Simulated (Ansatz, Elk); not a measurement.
# Bonding as seen by X-rays: SnIrOs, part 2 of 2

The structure of SnIrOs used here is made up (a known structure type with other elements) and was relaxed beforehand with PBEsol. The aim is the Fourier transform of its all-electron density, F(hkl), set beside the sum over free spherical atoms that refinements use.

Elk 11.2.3 (patched build); all-electron DFT.

So far: The starting structure; Ground state and structure factors; The highest occupied states alone.

The structure was built from a prototype and need not be the compound's stable phase.

## (4) Another functional

Level of this step: DFT, LDA (Perdew-Wang), all-electron APW+lo, Dirac cores, scalar-relativistic bands, static density, no spin (Elk).

The difference from free atoms is small, so it is set against the change that LDA (Perdew-Wang) makes.

Input file elk.in:

```
tasks
  0
  195

xctype
  3

spinpol
  .false.

rgkmax
  7.0

gmaxvr
  14.0

lmaxo
  7

lmaxapw
  8

swidth
  0.002

tshift
  .false.

ramdisk
  .false.

hmaxvr
  5.5

maxscl
  120

epspot
  1e-06

sppath
  './'

avec
  8.41606932402 0.00000000000 0.00000000000
  -4.20803466201 7.28852983461 0.00000000000
  0.00000000000 0.00000000000 5.34325251572

atoms
  3
  'Ir.in'
  1
  0.6666666667 0.3333333333 0.0000000000   0.000000 0.000000 0.000000
  'Os.in'
  1
  0.0000000000 0.0000000000 0.5000000000   0.000000 0.000000 0.000000
  'Sn.in'
  1
  0.3333333333 0.6666666667 0.5000000000   0.000000 0.000000 0.000000

ngridk
  6 6 8
```

The run is started by

```bash
$ OMP_NUM_THREADS=4 elk
```

Numbers of over 12 decimals in the logs are rounded to 6 here.

Log:

```text
┌─────────────────────────┐
│ Elk code version 11.2.3 │
└─────────────────────────┘

All units are atomic (Hartree, Bohr, etc.)

┌─────────────────────────────────────────────────┐
│ Ground-state run starting from atomic densities │
└─────────────────────────────────────────────────┘

Lattice vectors :
   8.416069324       0.000000000       0.000000000
  -4.208034662       7.288529835       0.000000000
   0.000000000       0.000000000       5.343252516

Reciprocal lattice vectors :
  0.7465700513      0.4310324201      -0.000000000
[...]
species : 2 (Os)
   atom 1                    :    74.32815178     ( -0.4661930639E-05)
  species : 3 (Sn)
   atom 1                    :    47.63065492     (  0.3724406653E-03)
 total in muffin-tins        :    197.8846055
 total calculated charge     :    202.9985550
 total charge                :    203.0000000
 error                       :   0.1444962865E-02

┌──────────────────────────────┐
│ Self-consistent loop stopped │
└──────────────────────────────┘

Warning : core states of species 1 leak from the muffin-tin :   0.5387253302E-03

Warning : core states of species 3 leak from the muffin-tin :   0.3724406653E-03

Wrote STATE.OUT
[key lines of the parts left out:]
total energy                :     -41293.890192698
```

The job ended after 22 s (4 threads of Arm Neoverse V2, shared host; peak memory 0.16 GiB).

Against the first run R = 0.02 %; the largest change is -0.039 at 002.

## (5) Basis size

A smaller basis shows how fast F responds to it; the change is likely larger than the basis error of the first run, but doesn't show convergence.

elk.in: that of step 4 with these lines changed.

```diff
@@ -5,3 +5,3 @@
 xctype
-  3
+  20
 
@@ -11,3 +11,3 @@
 rgkmax
-  7.0
+  5.5
```

The run is started by

```bash
$ OMP_NUM_THREADS=4 elk
```

Log:

```text
┌─────────────────────────┐
│ Elk code version 11.2.3 │
└─────────────────────────┘

All units are atomic (Hartree, Bohr, etc.)

┌─────────────────────────────────────────────────┐
│ Ground-state run starting from atomic densities │
└─────────────────────────────────────────────────┘

Lattice vectors :
   8.416069324       0.000000000       0.000000000
  -4.208034662       7.288529835       0.000000000
   0.000000000       0.000000000       5.343252516

Reciprocal lattice vectors :
  0.7465700513      0.4310324201      -0.000000000
[...]
species : 2 (Os)
   atom 1                    :    74.20930654     ( -0.2403471200E-07)
  species : 3 (Sn)
   atom 1                    :    47.56318499     (  0.3724790729E-03)
 total in muffin-tins        :    197.6210435
 total calculated charge     :    202.9995521
 total charge                :    203.0000000
 error                       :   0.4479060111E-03

┌──────────────────────────────┐
│ Self-consistent loop stopped │
└──────────────────────────────┘

Warning : core states of species 1 leak from the muffin-tin :   0.5416710050E-03

Warning : core states of species 3 leak from the muffin-tin :   0.3724790729E-03

Wrote STATE.OUT
[key lines of the parts left out:]
total energy                :     -41318.835364523
```

It took 35 s on 4 threads; peak memory 0.18 GiB; 2 min of CPU time.

Against the first run R = 0.03 %; the largest change is +0.136 at 002.

## (6) Basis size

The basis and the expansions that go with it are enlarged, to see whether the differences are converged.

elk.in: that of step 5 with these lines changed.

```diff
@@ -11,12 +11,12 @@
 rgkmax
-  5.5
+  8.5
 
 gmaxvr
-  14.0
+  18.0
 
 lmaxo
-  7
+  9
 
 lmaxapw
-  8
+  10
```

The run is started by

```bash
$ OMP_NUM_THREADS=4 elk
```

Log:

```text
┌─────────────────────────┐
│ Elk code version 11.2.3 │
└─────────────────────────┘

All units are atomic (Hartree, Bohr, etc.)

┌─────────────────────────────────────────────────┐
│ Ground-state run starting from atomic densities │
└─────────────────────────────────────────────────┘

Lattice vectors :
   8.416069324       0.000000000       0.000000000
  -4.208034662       7.288529835       0.000000000
   0.000000000       0.000000000       5.343252516

Reciprocal lattice vectors :
  0.7465700513      0.4310324201      -0.000000000
[...]
species : 2 (Os)
   atom 1                    :    74.34044283     ( -0.2355607620E-07)
  species : 3 (Sn)
   atom 1                    :    47.61936227     (  0.3669978184E-03)
 total in muffin-tins        :    197.8906897
 total calculated charge     :    202.9991441
 total charge                :    203.0000000
 error                       :   0.8559195292E-03

┌──────────────────────────────┐
│ Self-consistent loop stopped │
└──────────────────────────────┘

Warning : core states of species 1 leak from the muffin-tin :   0.5452820699E-03

Warning : core states of species 3 leak from the muffin-tin :   0.3669978184E-03

Wrote STATE.OUT
[key lines of the parts left out:]
total energy                :     -41319.119373102
```

It took 84 s on 4 threads; peak memory 0.33 GiB.

Against the first run R = 0.01 %; the largest change is -0.019 at 300.

## (7) Settings against the effect

| run | R against the first run (%) | R against neutral atoms, low angle (%) | wall time |
| --- | --- | --- | --- |
| PBE, rgkmax 7 | 0.00 | 0.22 | 38 s |
| LDA (Perdew-Wang) | 0.02 | 0.22 | 22 s |
| rgkmax 5.5 | 0.03 | 0.23 | 35 s |
| rgkmax 8.5 with larger expansions | 0.01 | 0.22 | 84 s |

## (8) Outcome

```yaml
r_against_neutral_atoms_sin_theta_lambda_0p3_a_minus1: 0.22 %
r_against_neutral_atoms_0p3_to_0p81_a_minus1: 0.15 %
```

**Reading.** Independent neutral atoms miss the calculated amplitudes by R = 0.22 % below 0.3 Å⁻¹ and 0.15 % from there to 0.81 Å⁻¹; by shells, 0.46 % below 0.15 Å⁻¹ (1 form), 0.21 % 0.15 to 0.3 (5 forms), 0.10 % 0.3 to 0.45 (10 forms), 0.17 % above 0.45 (50 forms). Bonding, aspherical density and the tables' own atoms all enter these figures, and the runs don't part them. The largest change of an amplitude is -0.48 electrons, at 110. R counts amplitudes alone; phases shift too. The window's part falls from 20.0 electrons at the origin to at most 0.30 between 0.45 and 0.81 Å⁻¹. Below 0.3 Å⁻¹ the changes that finished (LDA (Perdew-Wang), rgkmax 5.5 and rgkmax 8.5 with larger expansions) move F by R = 0.05 % at most, against the 0.22 % that separates it from free atoms. The k-mesh has no finished test. These runs have no spin, though d or f shells may be open. Spin-orbit coupling is left out, which can matter for elements this heavy. Part of the difference isn't bonding: the tables are fits to free atoms and ions calculated by other methods than this functional. Thermal motion, anomalous dispersion and extinction are left out.

[Logs are printed without paths, hosts, clocks, repeated set-up lines and the standing remarks that a program may print on its own settings, such as how far it seeks lower states.]

[Hosts, paths, dates, database ids (printed as entryN), source tags and the programs' standing remarks are cut or masked in the printed files.]
